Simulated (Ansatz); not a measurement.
# From PBE to G0W0: K2LiScI6 (double perovskite (elpasolite)) (Fm-3m), part 2 of 3

How far does one-shot GW move the PBE gap of K2LiScI6 (double perovskite (elpasolite)) (Fm-3m)?

Ansatz 0.2.0; PBE, then G0W0 on it, plane waves, PAW. Known limits of the many-body steps: finite bands, screening cutoff and k mesh; no spin-orbit coupling in G0W0; screening cutoff under 40 eV in some runs.

So far: Set-up; Relaxation. The relaxed cell has a = 11.711 Å (conventional setting).

The structure was built from a prototype and need not be the compound's stable phase.

## (3) Bands along the symmetry lines

Level of this step: DFT, PBE, plane waves, PAW (Ansatz).

Levels along a band path and on the mesh show where this functional puts the band edges.

Contents of input.yaml:

```yaml
crystal:
  lattice:
    - [0.0, 5.8553772128, 5.8553772128]
    - [5.8553772128, 0.0, 5.8553772128]
    - [5.8553772128, 5.8553772128, 0.0]
  atoms:
    - { symbol: K, position: [0.25, 0.25, 0.25] }
    - { symbol: K, position: [0.75, 0.75, 0.75] }
    - { symbol: Li, position: [0.0, 0.0, 0.0] }
    - { symbol: Sc, position: [0.5, 0.5, 0.5] }
    - { symbol: I, position: [0.2533847642, 0.7466152358, 0.7466152358] }
    - { symbol: I, position: [0.2533847642, 0.7466152358, 0.2533847642] }
    - { symbol: I, position: [0.7466152358, 0.2533847642, 0.7466152358] }
    - { symbol: I, position: [0.7466152358, 0.2533847642, 0.2533847642] }
    - { symbol: I, position: [0.7466152358, 0.7466152358, 0.2533847642] }
    - { symbol: I, position: [0.2533847642, 0.2533847642, 0.7466152358] }
kpoints:
  mp_grid: { grid: [4, 4, 4] }
  band_path:
    path:
      - [[0.0, 0.0, 0.0], [0.5, 0.0, 0.5], [0.625, 0.25, 0.625]]
      - [[0.375, 0.375, 0.75], [0.0, 0.0, 0.0], [0.5, 0.5, 0.5], [0.5, 0.25, 0.75], [0.5, 0.0, 0.5]]
    npoints: 10
hamiltonian:
  xc: pbe
scf:
  occupations: { method: fermi_dirac, width: 0.02 }
  n_extra_bands: 7
output:
  eigenvalues: true
  forces: true
  stress: true
  write_density: true
  write_potential: true
  elf: true
  volumetric_format: npy
```

On the command line:

```console
$ ansatz run input.yaml --threads 8 --pin off --max-ram 17510MiB --backend cpu --events-out ev --progress --plain --runs-dir out
```

Numbers of over 12 decimals in the logs are rounded to 6 here.

Log:

```text
[...]
Crystal: 10 atoms, lattice volume = 401.508 Å³
Basis set: ecut = 420 eV, 7799 PW (Γ), exchange–correlation on 120×120×120 points (8 copies of the dense FFT grid, shifted against one another)
Bands: 74, of which v1, the nominal top of the filled ones, is band 67 counted from 1 (66 counted from 0)
Symmetry: 48 space group operations
[...]
k-points: 8 of 64
[...]
SCF iter   1: F=—  HF=-50506.466150 eV  |F-HF|=—  |Δ(HF+E_count)|=         —  Δρ=8.67e-4  dr2=6.89e-3  ethr=1.77e-3  ⟨swp⟩=9.2  Hψ=2758  notcnv=0
[...]
SCF iter   7: F=-50506.464349 eV  HF=-50506.464349 eV  |F-HF|=9.11e-8  |Δ(HF+E_count)|=   8.14e-7  Δρ=3.92e-6  dr2=8.91e-8  ethr=7.46e-11  ⟨swp⟩=14.2  Hψ=4873  notcnv=0
SCF 1 converged in 7 iterations: F = -50506.464349 eV  dr2 = 8.91e-8
[...]
NSCF: frozen V_eff on 62 k-points
SCF converged after 7 iterations
Free energy (F): -50506.464349 eV
[...]
Internal energy: -50506.464349 eV  (E = F + TS)
E sigma→0 (E₀):  -50506.464349 eV
Fermi energy:    4.798769 eV
[...]
--- Forces (eV/Å), atoms counted from 1 ---
  atom   1  K      0.00000000     0.00000000    -0.00000000
  atom   2  K      0.00000000    -0.00000000    -0.00000000
  atom   3  Li    -0.00000000     0.00000000     0.00000000
  atom   4  Sc     0.00000000    -0.00000000    -0.00000000
  atom   5  I     -0.00246112    -0.00000000    -0.00000000
  atom   6  I     -0.00000000     0.00246112    -0.00000000
  atom   7  I      0.00000000    -0.00246112    -0.00000000
  atom   8  I      0.00246112     0.00000000    -0.00000000
  atom   9  I      0.00000000    -0.00000000    -0.00246112
  atom  10  I     -0.00000000     0.00000000     0.00246112
  max |Σ_I F_I| component: 4.34e-18 eV/Å
--- Stress (GPa, compression-positive) ---
        0.009656      -0.000000       0.000000
       -0.000000       0.009656       0.000000
       -0.000000      -0.000000       0.009656
  P = ⅓ Tr σ = 0.0097 GPa (0.097 kbar)
--- Band table (eV; the first three rows and the last of 8) ---
  k-point 0: bands = [... 63 lower, 3.3763, 3.7689, 3.7689, 3.7689, 5.8392, 5.8392, 5.8392, 7.0728, ... 3 higher]
  k-point 1: bands = [... 63 lower, 3.3455, 3.5475, 3.5475, 3.6321, 5.8915, 5.9425, 5.9425, 7.1146, ... 3 higher]
  k-point 2: bands = [... 63 lower, 3.2731, 3.3792, 3.4000, 3.4000, 5.9160, 6.0205, 6.0205, 6.9529, ... 3 higher]
  k-point 7: bands = [... 63 lower, 2.8597, 3.0230, 3.3809, 3.3809, 6.0313, 6.0313, 6.2077, 6.6845, ... 3 higher]
```

It took 8.1 s on 8 threads of Arm Neoverse V2, shared host; peak memory 2 GiB.

The column dr2 measures how far the density is from self-consistency, as an energy; F and HF (Harris–Foulkes) agree once it is small.

This step gave:

```
pressure             : 0.009656 GPa
filled bands         : 67
gap                  : 2.070 eV
valence top at       : Γ
conduction bottom at : k = (0.200, 0.000, 0.200)
least direct gap     : 2.070 eV
```

Over mesh and path the gap is 2.070 eV, from k = Γ to k = (0.200, 0.000, 0.200), and equal within 1 meV to the least direct gap at k = Γ.

Electronic bands along the path, in eV, zero at the top of the highest nominally filled band:

| point | band 64 | band 65 | band 66 | band 67 | band 68 | band 69 | band 70 | band 71 |
| --- | --- | --- | --- | --- | --- | --- | --- | --- |
| Γ | -0.39 | 0.00 | 0.00 | 0.00 | 2.07 | 2.07 | 2.07 | 3.30 |
| halfway | -0.52 | -0.41 | -0.41 | -0.01 | 2.07 | 2.27 | 2.27 | 3.01 |
| X | -1.04 | -0.56 | -0.56 | -0.02 | 2.07 | 2.44 | 2.44 | 2.70 |
| halfway | -0.88 | -0.66 | -0.55 | -0.07 | 2.10 | 2.42 | 2.43 | 2.75 |
| U | -0.89 | -0.67 | -0.51 | -0.19 | 2.16 | 2.38 | 2.40 | 2.86 |
| jump to K | -0.89 | -0.67 | -0.51 | -0.19 | 2.16 | 2.38 | 2.40 | 2.86 |
| halfway | -0.45 | -0.32 | -0.32 | -0.17 | 2.18 | 2.20 | 2.21 | 3.20 |
| Γ | -0.39 | 0.00 | 0.00 | 0.00 | 2.07 | 2.07 | 2.07 | 3.30 |
| halfway | -0.42 | -0.22 | -0.22 | -0.14 | 2.12 | 2.17 | 2.17 | 3.35 |
| L | -0.50 | -0.39 | -0.37 | -0.37 | 2.15 | 2.25 | 2.25 | 3.18 |
| halfway | -0.64 | -0.51 | -0.41 | -0.38 | 2.22 | 2.26 | 2.35 | 3.03 |
| W | -0.91 | -0.75 | -0.39 | -0.39 | 2.26 | 2.26 | 2.44 | 2.92 |
| halfway | -0.75 | -0.66 | -0.63 | -0.12 | 2.13 | 2.39 | 2.44 | 2.78 |
| X | -1.04 | -0.56 | -0.56 | -0.02 | 2.07 | 2.44 | 2.44 | 2.70 |

Electrostatic potential energy in the ac plane of the conventional cell at fractional y = 0.000, with atoms of Li and Sc and I within 0.2 Å of it. With pseudopotentials it is smooth inside the atoms' cores, unlike the true potential.

Values in eV, 13 rows by 16 columns, each cell a mean:
```
 -9   4   2  -7  -4  -4   1 -18 -20  -3   0  -7  -6  -2   5  -6
  4   7   8   6   5   8   7   1   0   6   8   5   5   8   8   5
 -6  -1   9   9   9   9   2  -7  -5  -2   8   9   9   9   3  -8
  0  -5   8   9   9   9   0  -5  -1  -4   8   9   9   9   0  -4
 -3   5   9   8   8   9   7   1   0   6   9   8   8   9   7  -2
-13   1   3  -7  -7   2   7   0  -1   6   5  -6  -7   1   3 -10
-25  -7  -4  -1   2  -6   4 -14 -19   3  -1  -3   5  -8  -2 -23
 -8   3   5  -4  -5   4   7   3   2   7   6  -3  -5   3   5  -5
 -6   4   9   9   9   9   7  -2  -4   5   9   9   9   9   6  -5
  3  -6   8   9   9   9  -1  -3   2  -5   8   9   9   9  -1  -2
 -7   2   9   9   9   9   4  -8  -7   0   9   9   9   9   5  -7
  5   7   8   3   1   6   6   0  -1   5   7   2   1   7   8   5
-14   4   1  -6  -1  -6  -1 -21 -23  -5  -2  -5  -3  -4   5 -10
```
Columns run along a (11.7 Å; values clipped at the 3rd and 97th percentile), rows up along c (11.7 Å), edges of the conventional cell, whose origin can differ from the input's. Atoms in or near the plane, at fractional coordinates: Li at (0.00, 0.00), Li at (0.50, 0.50), Sc at (0.50, 0.00), Sc at (0.00, 0.50), I at (0.75, 0.00), I at (0.25, 0.50), I at (0.25, 0.00), I at (0.75, 0.50), I at (0.50, 0.25), I at (0.00, 0.75), I at (0.00, 0.25), I at (0.50, 0.75).

Valence density in the ac plane of the conventional cell at fractional y = 0.000, with atoms of Li and Sc and I within 0.2 Å of it. It is the smooth field of the valence electrons, not physical close to the nuclei.

Ten steps, logarithmic in the rise over the least value, from '0' (0 e/Å³) to '9' (16 e/Å³), each cell a mean:
```
630012489853214677521247986321015
100011345432111344211123443210000
100000122211001122110011221100001
221100000000012333210000000000122
653200000000123576421000000001245
984210000000124899632000000002369
974210000000124798531000000001369
543100000000012344321000000001235
221100011000001122110000110000122
211011223211000000000012222110012
642112466532100122000134664321135
874223699853100576201237997422367
764123589842100465101236997421257
431112345431100010000123443211124
211001122210000011000011221100112
322100000000011222210000000000123
753210000000123565421000000001246
984210000000124899632000000002369
974210000000124798631000000001358
432100000000013455321000000001234
211000001100011222210000110000112
000001223221001122100112222100000
210012356532112465311234664210002
740013589963224787622248997321027
```
Columns run along a (11.7 Å), rows up along c (11.7 Å), edges of the conventional cell, whose origin can differ from the input's. Atoms in or near the plane, at fractional coordinates: Li at (0.00, 0.00), Li at (0.50, 0.50), Sc at (0.50, 0.00), Sc at (0.00, 0.50), I at (0.75, 0.00), I at (0.25, 0.50), I at (0.25, 0.00), I at (0.75, 0.50), I at (0.50, 0.25), I at (0.00, 0.75), I at (0.00, 0.25), I at (0.50, 0.75).

## (4) G0W0 on the 2×2×2 mesh

G0W0 replaces the xc potential by a self-energy built once from the orbitals of the start. Levels are corrected in the window of bands that the input names, at points of the mesh.

This step: G0W0 on PBE, plane waves, PAW.

input.yaml, the sections that differ from step 3:

```yaml
kpoints:
  mp_grid: { grid: [2, 2, 2] }
scf:
  occupations: { method: fixed }
gw:
  n_empty_bands: 1198
  ecut_chi: 120.0
  qp_bands: [v3, c3]
  qp_kpoints: band_edges
  screening: { model: contour_deformation }
# crystal, hamiltonian: as in step 3
# output: removed
```

Log:

```text
[...]
Crystal: 10 atoms, lattice volume = 401.508 Å³
Basis set: ecut = 420 eV, 7799 PW (Γ)
Bands: 81, of which v1, the nominal top of the filled ones, is band 67 counted from 1 (66 counted from 0)
Symmetry: 48 space group operations
[...]
k-points: 3 of 8
[...]
SCF iter   1: F=—  HF=-50506.356970 eV  |F-HF|=—  |Δ(HF+E_count)|=         —  Δρ=7.38e-4  dr2=6.26e-3  ethr=1.77e-3  ⟨swp⟩=5.7  Hψ=818  notcnv=0  defer=33
[...]
SCF iter   7: F=-50506.355384 eV  HF=-50506.355384 eV  |F-HF|=5.86e-9  |Δ(HF+E_count)|=   7.77e-7  Δρ=3.05e-6  dr2=4.66e-8  ethr=7.46e-11  ⟨swp⟩=16.3  Hψ=1253  notcnv=0
SCF 1 converged in 7 iterations: F = -50506.355384 eV  dr2 = 4.66e-8
[...]
G₀W₀ screening: q 1/3
[... further progress lines ...]
[...]
SCF converged after 7 iterations
Free energy (F): -50506.355384 eV
[...]
Internal energy: -50506.355384 eV  (E = F + TS)
E sigma→0 (E₀):  -50506.355384 eV
Fermi energy:    3.782114 eV
[...]
--- Band table (eV) ---
  k-point 0: bands = [... 63 lower, 3.3873, 3.7821, 3.7821, 3.7821, 5.8245, 5.8245, 5.8245, 7.0768, ... 10 higher]
  k-point 1: bands = [... 63 lower, 3.2856, 3.3919, 3.4116, 3.4116, 5.9016, 6.0055, 6.0055, 6.9382, ... 10 higher]
  k-point 2: bands = [... 63 lower, 2.7372, 3.2183, 3.2183, 3.7621, 5.8253, 6.1926, 6.1926, 6.4586, ... 10 higher]
--- G₀W₀: contour deformation, 6 samples at zero and on the imaginary axis and 1 off it, 8 q-points, 1198 empty bands' worth ---
  eigenvalues of the whole cell's RPA ε∞ on this k-mesh (on a slab, of 1 + 4πα/V) = 4.2856, 4.2856, 4.2856; static W/v taken at q = 0 is 0.233337
  bands read: the sum over 1265 bands ends inside a degenerate multiplet in 2 slots, whose members it reads at an even weight; the widest, k=0: bands 1264 to 1266 (counted from 1) at 2/3 each
  gw.qp_kpoints: band_edges: 3 of 3 stored k-points solved, in 1 pass; an edge of the gap read off the rows below is read off those points alone
    ik  band        ε_KS         Σx   Σc(E_QP)       V_xc       Z   E_QP_lin       E_QP  E_QP is
     0    65      3.7821   -17.7241     1.7912   -14.8254  0.7571     2.6354     2.6746  root
     0    66      3.7821   -17.7241     1.7912   -14.8254  0.7571     2.6354     2.6746  root
     0    67      3.7821   -17.7241     1.7912   -14.8254  0.7571     2.6354     2.6746  root
     0    68      5.8245    -9.3495    -6.3354   -16.7361  0.6915     6.9191     6.8757  root
     0    69      5.8245    -9.3495    -6.3354   -16.7361  0.6915     6.9191     6.8757  root
     0    70      5.8245    -9.3495    -6.3354   -16.7361  0.6915     6.9191     6.8757  root
     1    65      3.3919   -17.3274     1.9120   -14.2787  0.7520     2.2088     2.2552  root
     1    66      3.4116   -17.4211     1.7727   -14.5464  0.7565     2.2681     2.3096  root
     1    67      3.4116   -17.4211     1.7727   -14.5464  0.7565     2.2681     2.3096  root
     1    68      5.9016    -9.4257    -6.3667   -16.8382  0.6901     6.9911     6.9474  root
     1    69      6.0055    -9.7882    -6.5127   -17.3652  0.6834     7.1175     7.0699  root
     1    70      6.0055    -9.7882    -6.5127   -17.3652  0.6834     7.1175     7.0699  root
     2    65      3.2183   -17.2239     1.8394   -14.2690  0.7534     2.0584     2.1027  root
     2    66      3.2183   -17.2239     1.8394   -14.2690  0.7534     2.0584     2.1027  root
     2    67      3.7621   -17.6610     1.7906   -14.7635  0.7570     2.6157     2.6551  root
     2    68      5.8253    -9.3333    -6.4051   -16.8003  0.6902     6.9320     6.8872  root
     2    69      6.1926   -10.3142    -6.6915   -18.0752  0.6743     7.3142     7.2621  root
     2    70      6.1926   -10.3142    -6.6915   -18.0752  0.6743     7.3142     7.2621  root
```

The job ended after 3.7 min (8 threads; peak memory 8.3 GiB; 26 min of CPU time).

Numbers from this step:

| Property | Result |
| --- | --- |
| bands summed | 1265 |
| RPA ε∞ on this mesh (eigenvalues) | 4.286, 4.286, 4.286 |
| plane waves in the screening matrix | 1243 |
| q-points in the mesh | 8 |
| G0W0 gap over the corrected points | 4.201 eV |
| k of the valence top | 0, 0, 0 |
| k of the conduction bottom | 0, 0, 0 |
| starting gap on the mesh | 2.042 eV |
| Z at the valence top | 0.7571 |
| Z at the conduction bottom | 0.6915 |
| least direct G0W0 gap over the corrected points | 4.201 eV |

Over all 3 irreducible mesh points the G0W0 gap is 4.201 eV, direct, at k = Γ. The PBE gap of this run on the mesh is 2.042 eV. The two states that bound the G0W0 gap lie that far apart at the start, so the correction of the gap is 4.201 − 2.042 = +2.159 eV. The start of this run differs from the step before in mesh (4×4×4 and 2×2×2).

Labels follow the order of the start: v1 is the top filled band, c1 the lowest empty one; levels that stay degenerate share a row, the window can cut a multiplet, doubted levels are not marked in this list, bands outside the window were not corrected, and the list may be a part of the corrected levels. The levels before and after the correction (eV, zero at the valence-band top of each column):

|  | conduction bottom | valence top |
| --- | --- | --- |
| Kohn-Sham | 2.04 | 0.00 |
| G0W0 | 4.20 | 0.00 |

|  | level | occupation | energy (eV) |
| --- | --- | --- | --- |
| Kohn-Sham | Γ v3-v1 | 2 | 0.000 |
| Kohn-Sham | Γ c1-c3 | 0 | 2.042 |
| G0W0 | Γ v3-v1 | 2 | 0.000 |
| G0W0 | Γ c1-c3 | 0 | 4.201 |

The parts of the quasiparticle energy for the two states that bound the G0W0 gap, in eV on the run's own scale (QP = start + Σx + Σc − Vxc, with Σc at the quasiparticle energy):

| edge | k | band | start | Σx | Σc | Vxc | Z | QP |
| --- | --- | --- | --- | --- | --- | --- | --- | --- |
| valence top | Γ | 65 | 3.782 | −17.724 | 1.791 | −14.825 | 0.757 | 2.675 |
| conduction bottom | Γ | 68 | 5.824 | −9.350 | −6.335 | −16.736 | 0.692 | 6.876 |

(Continued in part 3 of 3.)

[Paths, hosts, dates, memory and timing lines, banners, echoed tables and standing remarks are left out of the program output.]

[Logs are printed without paths, hosts, clocks, repeated set-up lines and the standing remarks that a program may print on its own settings, such as how far it seeks lower states.]

[Runs of the session that timed out or met a known fault of the program may be left out.]

[Cells called generated may have been cut or substituted from an entry of the Crystallography Open Database or the Materials Project.]

[Hosts, paths, dates, database ids (printed as entryN), source tags and the programs' standing remarks are cut or masked in the printed files.]

[Where an RPA ε∞ is given, it is that of the G0W0 mesh and is not shown converged in it. Names of k-points follow the symmetry that the program found, which can be lower than the space group named. Band edges on a path are those of the sampled points; other points can move an edge, and change direct to indirect where valleys lie close.]

[Hybrid gaps are those of their k-mesh and are not shown converged in it.]
